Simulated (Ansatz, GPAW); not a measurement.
# Dielectric function and optical constants of KTlSO (model structure), part 3 of 3

Wanted: where KTlSO (model structure) starts to absorb, how strongly, and its refractive index. The cell was made here by substitution or stacking, whether or not such a phase is known. It was built so: 1 of the 2 O atoms of the cell replaced by S in the R-3m structure of KTlO2. The cell is first relaxed with Ansatz.

GPAW 26.7.0; DFT, PBE, plane-wave PAW (GPAW data sets), scalar-relativistic, RPA, optical limit.

So far. Step 3 (Ground state): There is a gap, 0.20 eV on this mesh (points off the mesh can give less), so no carriers' term is needed.

## 5. Dielectric function, RPA

Transitions between filled and empty bands, summed over the zone, give the optical response, so mesh, band count and broadening shape it.

The induced potential is part of this response.

This step: DFT, PBE, plane-wave PAW (GPAW data sets), scalar-relativistic, RPA, optical limit (GPAW 26.7.0).

df.py reads:

```python
from gpaw.response.df import DielectricFunction

df = DielectricFunction('full.gpw', frequencies={'type': 'nonlinear', 'domega0': 0.03, 'omega2': 8},
                        ecut=60,
                        eta=0.15,
                        nbands=58,
                        txt='df.txt')
for direction in ['x', 'z']:
    df.get_dielectric_function(xc='RPA', direction=direction, filename=f'df_{direction}.csv')
```

Run with:

```bash
> OMP_NUM_THREADS=1 python df.py
```

Output:

```text
Using integrator: PointIntegrator
NonLinearFrequencyDescriptor(from 0.000 to 60.499 eV, 489 points)
Nonperiodic BCs:  [False False False]
Using integrator: PointIntegrator
NonLinearFrequencyDescriptor(from 0.000 to 60.499 eV, 489 points)
Nonperiodic BCs:  [False False False]

Calculating chi0 body with:
    Ground state adapter containing:
    Number of spins: 1
    Number of kpoints: 1000
    Number of irreducible kpoints: 116
    Number of completely occupied states: 17
    Number of partially occupied states: 17

    Linear response parametrization:
    q_c: [0.0, 0.0, 0.0]
    Number of frequency points: 489
    Planewave cutoff: 60.0
    Number of bands: 58
    Number of planewaves: 99
    Broadening (eta): 0.15

Integrating chi0 body.

Symmetries of q_c:
    Direct symmetries (Uq -> q): 6
    Indirect symmetries (TUq -> q): 6
In total 12 allowed symmetries.

116 groups of equivalent kpoints. 88.4% reduction.

Integral kind: spectral function

Calculating chi0 optical extensions with:
    Ground state adapter containing:
    Number of spins: 1
    Number of kpoints: 1000
    Number of irreducible kpoints: 116
    Number of completely occupied states: 17
    Number of partially occupied states: 17

    Linear response parametrization:
    Number of frequency points: 489
    Planewave cutoff: 60.0
    Number of bands: 58
    Number of planewaves: 99
    Broadening (eta): 0.15
Integrating chi0 head and wings.

Symmetries of q_c:
    Direct symmetries (Uq -> q): 6
    Indirect symmetries (TUq -> q): 6
In total 12 allowed symmetries.

116 groups of equivalent kpoints. 88.4% reduction.

Integral kind: spectral function wings
```

Wall time 4.5 min (1 thread of Arm Neoverse V1, shared host); peak memory 0.58 GiB.

Numbers from this step:

| Quantity | Value |
| --- | --- |
| electronic dielectric constant ε∞, mean over x, y and z (by symmetry where fewer were run) | 7.637 |

Some rows of df_x.csv (energy; Re and Im without local fields; Re and Im with them):

```text
0.000000, 10.037474, 0.000000, 9.360368, 0.000000
0.555532, 7.628738, 1.358728, 6.978761, 1.327043
1.143969, 7.585715, 1.093663, 6.874830, 1.042882
1.768324, 8.510811, 1.962991, 7.682728, 1.782715
2.431988, 8.060374, 4.158815, 7.313950, 3.745884
3.138794, 7.199499, 5.095969, 6.369564, 4.373075
3.893091, 3.896841, 7.484591, 4.283560, 6.798364
4.699832, 4.391916, 8.335876, 4.666314, 7.287983
5.564682, -0.464748, 5.118365, -0.714647, 5.033704
6.494155, 0.813623, 3.633875, 0.455828, 3.136414
7.495775, 0.240431, 3.429489, 0.347762, 2.951343
8.578281, -0.316074, 2.707422, -0.170500, 2.523460
9.751884, 0.280675, 2.074135, 0.329425, 1.804915
11.028587, 0.027059, 1.666394, 0.113138, 1.415343
12.422601, 0.102919, 1.363649, 0.266755, 1.275577
13.950874, 0.363457, 0.840016, 0.440020, 0.862903
15.633783, 0.724656, 0.668710, 0.587001, 0.681517
17.496047, 1.217317, 1.098532, 0.839035, 0.746479
19.567954, 0.714212, 0.885117, 0.619019, 0.618013
```

Sum at mesh points, not converged in k; values under the direct gap are tails of Lorentzian lines. Im ε against photon energy; read off at these points:

| photon energy (eV) | E ∥ x | E ∥ z |
| --- | --- | --- |
| 0.00 | 0 | 0 |
| 0.30 | 2.26 | 0.0288 |
| 0.50 | 1.46 | 0.0555 |
| 1.00 | 1.20 | 0.349 |
| 1.50 | 1.47 | 0.878 |
| 2.00 | 2.66 | 0.881 |
| 2.50 | 3.88 | 1.12 |
| 3.00 | 4.41 | 0.709 |
| 3.50 | 6.05 | 0.818 |
| 3.89 | 6.79 | 0.744 |
| 4.00 | 6.15 | 0.846 |
| 4.50 | 5.76 | 0.869 |
| 4.93 | 8.77 | 1.15 |
| 5.00 | 8.57 | 1.29 |
| 5.50 | 5.55 | 2.98 |
| 6.00 | 3.78 | 2.92 |
| 6.50 | 3.14 | 4.78 |
| 7.00 | 3.08 | 3.15 |
| 7.50 | 2.95 | 2.50 |
| 8.00 | 2.93 | 2.43 |
| 8.50 | 2.57 | 4.22 |
| 9.00 | 1.83 | 4.76 |
| 9.09 | 1.75 | 4.87 |
| 9.50 | 1.71 | 3.10 |
| 10.00 | 1.83 | 2.30 |
| 10.50 | 1.63 | 2.36 |
| 11.00 | 1.43 | 2.19 |
| 11.50 | 1.19 | 1.50 |
| 12.00 | 1.21 | 1.32 |
| 12.50 | 1.22 | 1.43 |
| 13.00 | 1.02 | 1.42 |
| 13.50 | 0.864 | 1.28 |
| 14.00 | 0.864 | 1.30 |
| 14.50 | 0.700 | 1.11 |
| 15.00 | 0.824 | 1.09 |
| 15.50 | 0.695 | 1.16 |
| 16.00 | 0.690 | 1.13 |
| 16.50 | 0.599 | 0.859 |
| 17.00 | 0.648 | 0.861 |
| 17.50 | 0.747 | 0.911 |
| 18.00 | 0.938 | 1.22 |
| 18.50 | 0.772 | 1.11 |
| 19.00 | 0.680 | 0.824 |
| 19.50 | 0.624 | 0.769 |
| 20.00 | 0.586 | 0.697 |
| 20.50 | 0.569 | 0.566 |
| 21.00 | 0.533 | 0.584 |
| 21.50 | 0.490 | 0.557 |

The reflectivity at normal incidence has structure finer than the step of the table below, so its rows give means over 1 eV, whole bins alone (the curve runs from 0 to 21.9 eV). Peaks (eV: height): E ∥ x 3.9: 29.1, 5.1: 38.0, 8.7: 24.7; E ∥ z 1.1: 13.5, 6.5: 23.0, 9.2: 29.5, 11.0: 21.6, 18.5: 12.2.

Sum at mesh points, not converged in k. Table of reflectivity at normal incidence by photon energy; means over each step:

| photon energy (eV) | E ∥ x (%) | E ∥ z (%) |
| --- | --- | --- |
| 1 | 20.9 | 12.9 |
| 2 | 23.8 | 12.0 |
| 3 | 25.1 | 10.4 |
| 4 | 26.5 | 11.6 |
| 5 | 33.4 | 16.1 |
| 6 | 27.6 | 18.8 |
| 7 | 21.0 | 17.5 |
| 8 | 22.1 | 14.5 |
| 9 | 20.6 | 25.4 |
| 10 | 15.9 | 19.9 |
| 11 | 15.5 | 19.5 |
| 12 | 11.7 | 11.8 |
| 13 | 11.8 | 10.5 |
| 14 | 8.02 | 10.0 |
| 15 | 5.91 | 7.91 |
| 16 | 4.49 | 8.61 |
| 17 | 3.10 | 5.66 |
| 18 | 5.15 | 8.05 |
| 19 | 4.86 | 9.20 |
| 20 | 3.69 | 7.23 |
| 21 | 2.99 | 4.67 |

The loss function −Im 1/ε at q → 0 has structure finer than the step of the table below, so its rows give means over 0.5 eV, whole bins alone (the curve runs from 0 to 21.9 eV). Peaks (eV: height): E ∥ x 14.31: 1.02, 18.50: 0.885; E ∥ z 11.71: 0.743, 16.34: 0.898, 20.44: 1.11.

Sum at mesh points, not converged in k; values under the direct gap are tails of Lorentzian lines. Table of loss function −Im 1/ε at q → 0 by energy loss; means over each step:

| energy loss (eV) | E ∥ x | E ∥ z |
| --- | --- | --- |
| 0.5 | 0.0298 | 0.00327 |
| 1.0 | 0.0254 | 0.0189 |
| 1.5 | 0.0244 | 0.0485 |
| 2.0 | 0.0379 | 0.0580 |
| 2.5 | 0.0581 | 0.0781 |
| 3.0 | 0.0721 | 0.0615 |
| 3.5 | 0.0798 | 0.0530 |
| 4.0 | 0.119 | 0.0471 |
| 4.5 | 0.104 | 0.0437 |
| 5.0 | 0.122 | 0.0481 |
| 5.5 | 0.192 | 0.0984 |
| 6.0 | 0.271 | 0.111 |
| 6.5 | 0.317 | 0.154 |
| 7.0 | 0.307 | 0.225 |
| 7.5 | 0.327 | 0.238 |
| 8.0 | 0.343 | 0.173 |
| 8.5 | 0.394 | 0.158 |
| 9.0 | 0.535 | 0.200 |
| 9.5 | 0.567 | 0.315 |
| 10.0 | 0.544 | 0.424 |
| 10.5 | 0.603 | 0.411 |
| 11.0 | 0.693 | 0.466 |
| 11.5 | 0.779 | 0.662 |
| 12.0 | 0.740 | 0.657 |
| 12.5 | 0.779 | 0.604 |
| 13.0 | 0.908 | 0.626 |
| 13.5 | 0.995 | 0.648 |
| 14.0 | 0.954 | 0.667 |
| 14.5 | 0.912 | 0.753 |
| 15.0 | 0.855 | 0.681 |
| 15.5 | 0.875 | 0.697 |
| 16.0 | 0.834 | 0.757 |
| 16.5 | 0.713 | 0.845 |
| 17.0 | 0.611 | 0.726 |
| 17.5 | 0.589 | 0.644 |
| 18.0 | 0.640 | 0.606 |
| 18.5 | 0.853 | 0.862 |
| 19.0 | 0.837 | 1.01 |
| 19.5 | 0.814 | 1.00 |
| 20.0 | 0.777 | 1.07 |
| 20.5 | 0.751 | 1.06 |
| 21.0 | 0.731 | 0.909 |
| 21.5 | 0.654 | 0.891 |

Sum at mesh points, not converged in k; values under the direct gap are tails of Lorentzian lines. Table of Im ε, E ∥ x by photon energy; read off at these points:

| photon energy (eV) | without local fields | with local fields |
| --- | --- | --- |
| 0.00 | 0 | 0 |
| 0.30 | 2.30 | 2.26 |
| 0.50 | 1.49 | 1.46 |
| 1.00 | 1.24 | 1.20 |
| 1.50 | 1.59 | 1.47 |
| 2.00 | 2.97 | 2.66 |
| 2.50 | 4.30 | 3.88 |
| 3.00 | 5.02 | 4.41 |
| 3.50 | 7.30 | 6.05 |
| 3.64 | 7.60 | 6.45 |
| 3.89 | 7.48 | 6.79 |
| 4.00 | 6.37 | 6.15 |
| 4.50 | 6.49 | 5.76 |
| 4.84 | 9.09 | 8.50 |
| 4.93 | 8.87 | 8.77 |
| 5.00 | 8.35 | 8.57 |
| 5.50 | 5.65 | 5.55 |
| 6.00 | 4.08 | 3.78 |
| 6.50 | 3.64 | 3.14 |
| 7.00 | 3.82 | 3.08 |
| 7.50 | 3.43 | 2.95 |
| 8.00 | 3.29 | 2.93 |
| 8.50 | 2.79 | 2.57 |
| 9.00 | 2.03 | 1.83 |
| 9.50 | 2.01 | 1.71 |
| 10.00 | 2.08 | 1.83 |
| 10.50 | 1.90 | 1.63 |
| 11.00 | 1.68 | 1.43 |
| 11.50 | 1.43 | 1.19 |
| 12.00 | 1.34 | 1.21 |
| 12.50 | 1.30 | 1.22 |
| 13.00 | 1.05 | 1.02 |
| 13.50 | 0.917 | 0.864 |
| 14.00 | 0.825 | 0.864 |
| 14.50 | 0.783 | 0.700 |
| 15.00 | 0.819 | 0.824 |
| 15.50 | 0.655 | 0.695 |
| 16.00 | 0.697 | 0.690 |
| 16.50 | 0.644 | 0.599 |
| 17.00 | 0.748 | 0.648 |
| 17.50 | 1.10 | 0.747 |
| 18.00 | 1.50 | 0.938 |
| 18.50 | 1.08 | 0.772 |
| 19.00 | 0.981 | 0.680 |
| 19.50 | 0.887 | 0.624 |
| 20.00 | 0.988 | 0.586 |
| 20.50 | 0.981 | 0.569 |
| 21.00 | 0.989 | 0.533 |
| 21.50 | 1.24 | 0.490 |

At chosen wavelengths:

| wavelength (nm) | n x | k x | R (%) x | 1/α x | n z | k z | R (%) z | 1/α z |
| --- | --- | --- | --- | --- | --- | --- | --- | --- |
| 1064 | 2.64 | 0.195 | 20.5 | 434 nm | 2.14 | 0.159 | 13.4 | 531 nm |
| 800 | 2.77 | 0.291 | 22.5 | 219 nm | 2.11 | 0.233 | 13.2 | 273 nm |
| 633 | 2.87 | 0.429 | 24.3 | 117 nm | 2.01 | 0.215 | 11.7 | 235 nm |
| 450 | 2.71 | 0.803 | 24.8 | 45 nm | 1.87 | 0.299 | 10.1 | 120 nm |
| 405 | 2.65 | 0.828 | 24.3 | 39 nm | 1.90 | 0.179 | 10.0 | 180 nm |
| 365 | 2.79 | 0.965 | 27.0 | 30 nm | 1.94 | 0.218 | 10.8 | 133 nm |
| 248 | 2.21 | 1.940 | 37.2 | 10 nm | 2.30 | 0.279 | 16.1 | 71 nm |

Below the direct gap, k and the depth come from the tails of the Lorentzian lines, not from transitions.

## 6. Summary of results

| Quantity | Value |
| --- | --- |
| electronic dielectric constant ε∞, mean over x, y and z (by symmetry where fewer were run) (RPA) | 7.64 |

**Reading.** At this level (PBE, RPA) KTlSO has a mean ε∞ = 7.64 and n = 2.65 at 1550 nm (E ∥ x). The cell grew by 8.4 % in volume. On the mesh the gap is 0.20 eV and the least direct gap 0.25 eV. Local fields change the static value along x from 10.04 to 9.36 (-7 %). The static values by axis are 9.36 (x), 4.19 (z). Excitons and phonon-assisted transitions are missing; PBE gaps are as a rule too small, which pulls the onset down and ε∞ up, while the missing spin-orbit coupling works the other way with such heavy atoms. Spin-orbit coupling is left out although heavy atoms are present. The gap is small and seen on the mesh alone; bands may touch between the points, and no carriers' term was added. In this version of GPAW the matrix elements of the optical limit are incomplete, which can lower ε − 1 by up to a tenth where first-row anions or d states rule, and shift it by more in d metals. The sum runs over mesh points 0.19 Å⁻¹ apart with no interpolation, so peaks are partly noise of the mesh; over so small a direct gap single mesh points weigh heavily, so ε∞, n and their changes from run to run can be far off.

[Machine, clock and banner lines and Python warnings are left out of the logs.]

[Logs are printed without paths, hosts, clocks, repeated set-up lines and the standing remarks that a program may print on its own settings, such as how far it seeks lower states.]

[Hosts, paths, dates, database ids (printed as entryN), source tags and the programs' standing remarks are cut or masked in the printed files.]
